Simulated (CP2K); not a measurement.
The C K edge of 2-trifluoromethylpyridine was computed by TDDFT (CP2K XAS_TDP, aug-cc-pVDZ, TDA) at these levels: PBE0, PBEh(45%) and PBEh(45%) + GW2X. The first three lines of C2 (bonded to C and 3 F) with a strength over 0.0015, energy in eV and strength:

```
run           first          second           third
  1  282.27 (0.010)  284.94 (0.052)  285.08 (0.008)
  2  295.51 (0.038)  296.89 (0.073)  297.25 (0.013)
  3  288.73 (0.039)  290.11 (0.075)  290.47 (0.013)
```

Question: Which run is which?

Run 1: PBE0 (25 % exact exchange). Run 2: PBEh(45%) + GW2X (45 % exact exchange). Run 3: PBEh(45%) (45 % exact exchange). Self-interaction lifts the core level, so the uncorrected lines rise with the share of exact exchange. The GW2X run keeps the spacings of its parent: 1.38 eV between the first two lines in run 2, 1.38 eV in run 3. Its shift is +6.78 eV, since the Kohn–Sham level at this share of exchange lies that far above the quasiparticle level.

[Banner, clock and machine lines of the logs are left out without a mark of their own.]

[Logs are printed without paths, hosts, clocks, repeated set-up lines and the standing remarks that a program may print on its own settings, such as how far it seeks lower states.]

[Hosts, paths, dates, database ids (printed as entryN), source tags and the programs' standing remarks are cut or masked in the printed files.]
